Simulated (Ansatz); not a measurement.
## KMgF3 (Pm-3m): the dielectric response by several routes

Aim: the electronic dielectric constant of KMgF3 (Pm-3m) by perturbation theory and the RPA step of G0W0.

Program: Ansatz 0.2.0. Level of theory: linear response on PBE, plane waves, PAW. Results are calculated unless marked as measured.

## 1. Set-up

Symmetry: Pm-3m, No. 221, cubic system. The conventional cell has a = 3.986 Å, b = 3.986 Å, c = 3.986 Å, α = 90.00°, β = 90.00°, γ = 90.00°. K has 12 F at 2.82 Å nearest. Mg has 6 F at 1.99 Å nearest. F has 2 Mg at 1.99 Å and 4 K at 2.82 Å nearest. Farther neighbours and most contacts between anions are not listed.

The cell and positions come from the Crystallography Open Database and are kept as given unless a step says otherwise. The default PAW set here is soft_2. Its files were made with PBE.

## 2. Response to a homogeneous field

ε∞ sets how strongly the crystal screens. Perturbation theory gives it with local fields and without a sum over empty bands.

This step: dielectric response by perturbation theory, PBE, plane waves, PAW.

Input file input.yaml:

```yaml
crystal:
  lattice:
    - [3.9859, 0.0, 0.0]
    - [0.0, 3.9859, 0.0]
    - [0.0, 0.0, 3.9859]
  atoms:
    - { symbol: K, position: [0.5, 0.5, 0.5] }
    - { symbol: Mg, position: [0.0, 0.0, 0.0] }
    - { symbol: F, position: [0.5, 0.0, 0.0] }
    - { symbol: F, position: [0.0, 0.5, 0.0] }
    - { symbol: F, position: [0.0, 0.0, 0.5] }
kpoints:
  mp_grid: { grid: [6, 6, 6] }
hamiltonian:
  xc: pbe
scf:
  occupations: { method: fixed }
dielectric: {}
```

Command:

```console
$ ansatz run input.yaml --threads 3 --pin off --max-ram 64512MiB --backend cuda --events-out ev --progress --plain --runs-dir out --devices 1 --max-vram 24GiB  # rebuilt from the run's record
```

Numbers of over 12 decimals in the logs are rounded to 6 here.

What it wrote:

```text
GPUs: using 1 of 1 available (devices: 1).
Engine: ansatz 0.2.0, x86_64-unknown-linux-gnu
Pseudopotentials: kind: paw
Pseudopotential: K, paw, valence charge 9, recommended cutoff 420 eV (normal), K.paw.azcp
Pseudopotential: Mg, paw, valence charge 10, recommended cutoff 420 eV (normal), Mg.paw.azcp
Pseudopotential: F, paw, valence charge 7, recommended cutoff 420 eV (normal), F.paw.azcp
Functional definition: PBE
  parameter kappa = 0.804
  parameter beta = 0.066725
  exchange = pbe_x(kappa = kappa, mu = beta*pi^2/3)
  correlation = pbe_c(beta = beta)
device memory: the entry about to start is reckoned to put 1.3 GiB on a device that reports 70.3 GiB free (of which the cap on the GPU budget leaves the run 24.0 GiB)
GPU FFT provider: cuFFT
GPU libraries: cuBLAS 13.8.2, cuFFT 12.4.0, cuSOLVER 12.3.4
Crystal: 5 atoms, lattice volume = 63.326 Å³
Basis set: ecut = 420 eV, 1237 PW (Γ), exchange–correlation on 54×54×54 points (8 copies of the dense FFT grid, shifted against one another)
Bands: 25, of which v1, the nominal top of the filled ones, is band 20 counted from 1 (19 counted from 0)
Symmetry: 48 space group operations
k-points: 40 of 216 (irreducible under 8 space group operations, time reversal used)
Non-local potential: K, projectors of the file, l = 0: 3, l = 1: 2, l = 2: 2
Non-local potential: Mg, projectors of the file, l = 0: 3, l = 1: 2, l = 2: 1
Non-local potential: F, projectors of the file, l = 0: 2, l = 1: 2, l = 2: 1
PAW form: soft (Blöchl's): semilocal exchange-correlation on the pseudo side does not see the compensation charge
PAW one-centre angular grid: K, 110 points (default); XC on 64 Gauss nodes
PAW one-centre angular grid: Mg, 110 points (default); XC on 64 Gauss nodes
PAW one-centre angular grid: F, 110 points (default); XC on 64 Gauss nodes
Initial density: superposition of atomic densities (neutral atoms: chi_scale 0, normalization atom), corrected by the library's trained network
Initial wavefunctions: pseudopotential atomic-orbital guess
GPU buffer pool allocated for 19683 grid points (all kernels)
GPU transforms: local potential and band sums: pruned to the plane-wave sphere, on 27×27×27
Functional: x = pbe(κ = 0.804, μ = 0.219515), c = pbe(β = 0.066725)
SCF iter   1: F=—  HF=-5894.699629 eV  |F-HF|=—  |Δ(HF+E_count)|=         —  Δρ=5.05e-4  dr2=3.95e-5  ethr=1.77e-3  ⟨swp⟩=4.0  Hψ=4217  notcnv=0  defer=64
preconditioner: auto → Resta (q_TF=auto, 2.527 Å⁻¹)  ε∞=2.9  [insulator: Δε(μ)=7.328 eV  Ē_g=19.232 eV  n_scr=18 (ndim 8)  ℏωp=26.4 eV  f_vac=0.032  ε∞_Penn≈2.9]
SCF iter   2: F=—  HF=-5894.699380 eV  |F-HF|=—  |Δ(HF+E_count)|=   2.48e-4  Δρ=2.67e-4  dr2=1.50e-5  ethr=9.88e-8  ⟨swp⟩=3.0  Hψ=2671  notcnv=0  defer=112
SCF iter   3: F=—  HF=-5894.699500 eV  |F-HF|=—  |Δ(HF+E_count)|=   1.20e-4  Δρ=1.09e-4  dr2=3.61e-6  ethr=3.76e-8  ⟨swp⟩=2.0  Hψ=1785  notcnv=0  defer=69
SCF iter   4: F=—  HF=-5894.699659 eV  |F-HF|=—  |Δ(HF+E_count)|=   1.60e-4  Δρ=3.69e-5  dr2=5.67e-7  ethr=9.02e-9  ⟨swp⟩=2.0  Hψ=1560  notcnv=0  defer=44
SCF iter   5: F=—  HF=-5894.699661 eV  |F-HF|=—  |Δ(HF+E_count)|=   1.53e-6  Δρ=1.82e-5  dr2=1.13e-7  ethr=1.42e-9  ⟨swp⟩=2.0  Hψ=1560  notcnv=0  defer=48
SCF iter   6: F=—  HF=-5894.699661 eV  |F-HF|=—  |Δ(HF+E_count)|=   1.52e-7  Δρ=2.54e-6  dr2=2.24e-9  ethr=2.81e-10  ⟨swp⟩=2.0  Hψ=1760  notcnv=0  defer=48
SCF iter   7: F=—  HF=-5894.699661 eV  |F-HF|=—  |Δ(HF+E_count)|=  9.82e-11  Δρ=6.64e-7  dr2=1.95e-10  ethr=5.59e-12  ⟨swp⟩=2.0  Hψ=1565  notcnv=0  defer=48
SCF iter   8: F=-5894.699661 eV  HF=-5894.699661 eV  |F-HF|=1.18e-11  |Δ(HF+E_count)|=  2.00e-11  Δρ=1.76e-7  dr2=1.49e-11  ethr=1.00e-12  ⟨swp⟩=8.7  Hψ=3928  notcnv=0
SCF 1 converged in 8 iterations: F = -5894.699661 eV  dr2 = 1.49e-11
  greatest PAW one-centre occupation: 1.000 electrons in one spin orbital (limit 2), on the Mg atom at site 1 (counted from 0), in its partial waves of l = 0
the response reads at least the filled bands of the reference SCF and the lowest empty band at each k-point, and that SCF's band table does not vouch for those bands. The notice of the band table in this run's record says why
device memory: the entry about to start is reckoned to put 0.1 GiB on a device that reports 69.4 GiB free (of which the cap on the GPU budget leaves the run 24.0 GiB)
device memory: the entry about to start is reckoned to put 0.9 GiB on a device that reports 69.1 GiB free (of which the cap on the GPU budget leaves the run 24.0 GiB)
DFPT response loops at Γ: preconditioner auto → none (the input reference at scf.mixing.eps_inf says where Resta's filter doesn't serve); β = 0.50; Broyden in place of MSR1
SCF converged after 8 iterations
Free energy (F): -5894.699661 eV
Harris-Foulkes:  -5894.699661 eV  (|F-HF|=1.18e-11)
Internal energy: -5894.699661 eV  (E = F + TS)
E sigma→0 (E₀):  -5894.699661 eV
Fermi energy:    2.851176 eV
--- Per-component energies (eV) ---
  E_band       = -499.944907
  E_kinetic    = 956.883366
  E_local      = -3733.147667  (includes V_loc(G=0)·N_el)
  E_nonlocal   = 327.931804
  E_hartree    = 1358.728375
  E_xc         = -407.271733
  E_vxc        = -513.984963  (∫ρ·V_xc dr)
  E_paw        = -1676.192438  (= ΣΔE_a)
  E_vpaw       = -255.090589  (= ΣTr[D̂ρ^β])
  E_aug_tail   = 0.006186  (compensation charges beyond the density's cutoff)
  E_ewald      = -2721.637555
  E_smearing   = -0.000000  (= −TS)
  E_closure    = 0.000000  (closes the sum)
  Σ components = -5894.699661   (vs F -5894.699661, Δ=0.00e0)
--- Band table (eV; the first three rows and the last of 40) ---
  k-point 0: bands = [... 16 lower, 2.2270, 2.5305, 2.5305, 2.5305, 10.1856, 12.9408, 12.9408, 15.0659, ... 1 higher]
  k-point 1: bands = [... 16 lower, 2.1708, 2.2739, 2.4776, 2.4776, 10.6666, 13.1827, 13.2273, 15.1884, ... 1 higher]
  k-point 2: bands = [... 16 lower, 2.0536, 2.0536, 2.3744, 2.3744, 11.8417, 13.6901, 13.6942, 15.4707, ... 1 higher]
  k-point 39: bands = [... 16 lower, 1.7429, 2.8512, 2.8512, 2.8512, 13.3132, 13.3132, 13.3132, 16.8149, ... 1 higher]
--- Dielectric response (ions clamped): 1 representative field direction + reference, on 40 of 216 k-points (Σ response iterations 7) ---
  k mesh reduced under 8 symmetry operations, with k and −k counted as one. Each operation leaves every solved perturbation unchanged. A smaller set is not considered because the run solves the response to a homogeneous field
  ε∞ (high-frequency dielectric tensor):
        2.094359     0.000000    -0.000000
       -0.000000     2.094359     0.000000
        0.000000     0.000000     2.094359
  Born effective charges Z* (e; rows j = field, columns β = displacement):
    site 0:
         1.18770   -0.00000   -0.00000
         0.00000    1.18770    0.00000
         0.00000    0.00000    1.18770
    site 1:
         2.00782    0.00000    0.00000
        -0.00000    2.00782    0.00000
         0.00000    0.00000    2.00782
    site 2:
        -1.27538    0.00000   -0.00000
         0.00000   -0.96007    0.00000
         0.00000    0.00000   -0.96007
    site 3:
        -0.96007    0.00000    0.00000
         0.00000   -1.27538    0.00000
         0.00000    0.00000   -0.96007
    site 4:
        -0.96007   -0.00000   -0.00000
        -0.00000   -0.96007    0.00000
         0.00000    0.00000   -1.27538
  Z* charge neutrality: 6.138e-5 e pre-enforcement
  k-mesh period / interband length: 23.9 Å / 0.84 Å = 28.31 at k = (0.0000, 0.0000, 0.0000), direct gap 7.655 eV — 14 or more, which is no proof of convergence
```

The job ended after 7.6 s (1 × NVIDIA H100 80GB HBM3 (shared by 3 runs) with 3 threads of AMD EPYC 7R13 (Zen 3), shared host; peak memory 1.1 GiB; 12 s of CPU time).

Reading the cycles: dr2 is the Hartree energy of the density residual (eV), the measure of convergence; HF is the Harris–Foulkes estimate of the energy, which meets the free energy F at convergence.

One over ε∞ averages 0.48, above the quarter of exact exchange in PBE0, which should therefore fall short.

High-frequency dielectric tensor:

```
2.09 0.00 0.00
0.00 2.09 0.00
0.00 0.00 2.09
```

Born effective charge (e), principal values of the symmetric part by kind of site:

```
atom  atoms with these values    low  middle   high   mean
  K1                        1   1.19    1.19   1.19   1.19
 Mg2                        1   2.01    2.01   2.01   2.01
  F3                        3  -1.28   -0.96  -0.96  -1.07
```

In full for K1:

```
1.19 0.00 0.00
0.00 1.19 0.00
0.00 0.00 1.19
```

## 3. RPA screening from the G0W0 run

G0W0 replaces the xc potential by the self-energy, built once from these orbitals. Only a window of levels is corrected, while the sums run over the empty bands that the input names.

This step: G0W0 on PBE, plane waves, PAW.

input.yaml, the sections that differ from step 2:

```yaml
kpoints:
  mp_grid: { grid: [4, 4, 4] }
gw:
  n_empty_bands: 406
  ecut_chi: 200.0
  qp_bands: [v2, c2]
  qp_kpoints: band_edges
  screening: { model: contour_deformation }
# crystal, hamiltonian, scf: as in step 2
# dielectric: removed
```

What it wrote:

```text
GPUs: using 1 of 1 available (devices: 1).
[...]
GPU FFT provider: cuFFT
GPU libraries: cuBLAS 13.8.2, cuFFT 12.4.0, cuSOLVER 12.3.4
Crystal: 5 atoms, lattice volume = 63.326 Å³
Basis set: ecut = 420 eV, 1237 PW (Γ)
Bands: 25, of which v1, the nominal top of the filled ones, is band 20 counted from 1 (19 counted from 0)
[... 1 set-up line as in the run before ...]
[...]
k-points: 10 of 64
[...]
1    22     13.4336    -5.8799    -3.5550   -11.4581  0.8856    15.4766    15.4569  root
[...]
9    19      2.8518   -32.0690     5.2694   -24.1506  0.8076     0.1417     0.2028  root
     9    20      2.8518   -32.0690     5.2694   -24.1506  0.8076     0.1417     0.2028  root
     9    21     13.3133    -6.2419    -3.6470   -11.9152  0.8864    15.3588    15.3396  root
     9    22     13.3133    -6.2419    -3.6470   -11.9152  0.8864    15.3588    15.3396  root
[key lines of the parts left out:]
SCF converged after 6 iterations
Free energy (F): -5894.699983 eV
Fermi energy:    2.851758 eV
```

It took 8.3 s on 1 × NVIDIA H100 80GB HBM3 (shared by 3 runs) with 3 threads; peak memory 1.4 GiB; 11 s of CPU time.

Numbers from this step:

| Property | Result |
| --- | --- |
| bands summed | 426 |
| RPA ε∞ on this mesh (eigenvalues) | 2.007, 2.007, 2.007 |
| plane waves in the screening matrix | 437 |
| G0W0 gap on the mesh | 11.36 eV |
| k of the valence top | -0.5, -0.5, -0.5 |
| k of the conduction bottom | 0, 0, 0 |
| starting gap on the mesh | 7.334 eV |
| least direct G0W0 gap on the computed points | 11.69 eV |

The gap on the mesh goes from 7.33 eV to 11.36 eV, a correction of +4.02 eV. Between the two edge states, bare exchange in place of the xc potential would open the gap by 12.60 eV, and correlation takes back 8.58 eV.

Mean over the mesh in bins of 0.25 1/Å. Table of static inverse dielectric function, diagonal by length of q+G:

```csv
length of q+G (Å⁻¹),"static inverse dielectric function, diagonal"
0.50,0.522
0.73,0.545
0.96,0.573
1.25,0.615
1.53,0.654
1.76,0.684
2.04,0.723
2.27,0.752
2.51,0.782
2.76,0.811
3.01,0.836
3.25,0.857
3.49,0.875
3.73,0.890
3.99,0.904
4.25,0.915
4.50,0.925
4.76,0.934
5.01,0.942
5.26,0.949
5.51,0.955
5.75,0.961
6.00,0.966
6.25,0.971
6.50,0.975
6.75,0.979
7.00,0.982
7.19,0.984
```

## 4. The values together

Times are wall times on 1 × NVIDIA H100 80GB HBM3 (shared by 3 runs) with 3 threads of AMD EPYC 7R13 (Zen 3), shared host, good to a factor of about two.

```csv
method,mesh,"ε∞, low",middle,high,mean,time
perturbation theory (local fields and xc kernel),6×6×6,2.09,2.09,2.09,2.09,7.6 s
"RPA with local fields, on the GW mesh",4×4×4,2.01,2.01,2.01,2.01,8.3 s
```

## 5. Outcome

```json
{
 "perturbation theory (local fields and xc kernel)": "2.09, 2.09, 2.09",
 "RPA with local fields, on the GW mesh": "2.01, 2.01, 2.01"
}
```

What this shows: Mean Born effective charge: K1 1.19, Mg2 2.01, F3 -1.07 e. The RPA values on the 4×4×4 mesh average 0.96 times those of perturbation theory (means 2.01 and 2.09). Without the xc kernel RPA should lie a little lower, as the mean does. PBE usually puts the gap too low, which tends to raise ε∞. Ions are clamped, so the lattice part of the static constant is not in these numbers.

[Paths, hosts, dates, memory and timing lines, banners, echoed tables and standing remarks are left out of the program output.]

[Logs are printed without paths, hosts, clocks, repeated set-up lines and the standing remarks that a program may print on its own settings, such as how far it seeks lower states.]

[Runs of the session that timed out or met a known fault of the program may be left out.]

[Cells called generated may have been cut or substituted from an entry of the Crystallography Open Database or the Materials Project.]

[Hosts, paths, dates, database ids (printed as entryN), source tags and the programs' standing remarks are cut or masked in the printed files.]
